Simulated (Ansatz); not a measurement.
**Whose spectrum is this?**

Method: Ansatz, r2SCAN, independent particles, without spin-orbit coupling, line width 0.15 eV (Gaussian); metals get a typed carrier damping. The response is along the first axis of the cell.

(E (eV), Im ε): (0.00, 0.00), (0.25, 0.00), (0.50, 0.00), (0.75, 0.00), (1.00, 0.00), (1.25, 0.00), (1.50, 0.00), (1.75, 0.00), (2.00, 0.00), (2.25, 0.00), (2.50, 0.00), (2.75, 0.00), (3.00, 0.00), (3.25, 0.00), (3.50, 0.07), (3.75, 1.45), (4.00, 2.76), (4.25, 3.23), (4.50, 3.43), (4.75, 3.51), (5.00, 3.54), (5.25, 3.56), (5.50, 3.57), (5.75, 3.63), (6.00, 3.78), (6.25, 4.10), (6.50, 4.49), (6.75, 4.89), (7.00, 5.36), (7.25, 5.83), (7.50, 6.30), (7.75, 6.55), (8.00, 5.32), (8.25, 4.21), (8.50, 3.88), (8.75, 3.58), (9.00, 3.04), (9.25, 2.60), (9.50, 2.25), (9.75, 1.95), (10.00, 1.71)

Question: To which candidate does it belong?
A. Ga (Cmce)
B. Li (Im-3m)
C. LiH (Fm-3m)

Answer: C. LiH (Fm-3m): least direct gap 3.66 eV, ε∞ = 3.74 along the first axis, strongest peak along the first axis at 7.72 eV. The others: Li (Im-3m), a metal, with a Drude term, main peak of the conductivity above 1 eV at 4.94 eV; Ga (Cmce), a metal, with a Drude term, main peak of the conductivity above 1 eV at 2.39 eV.
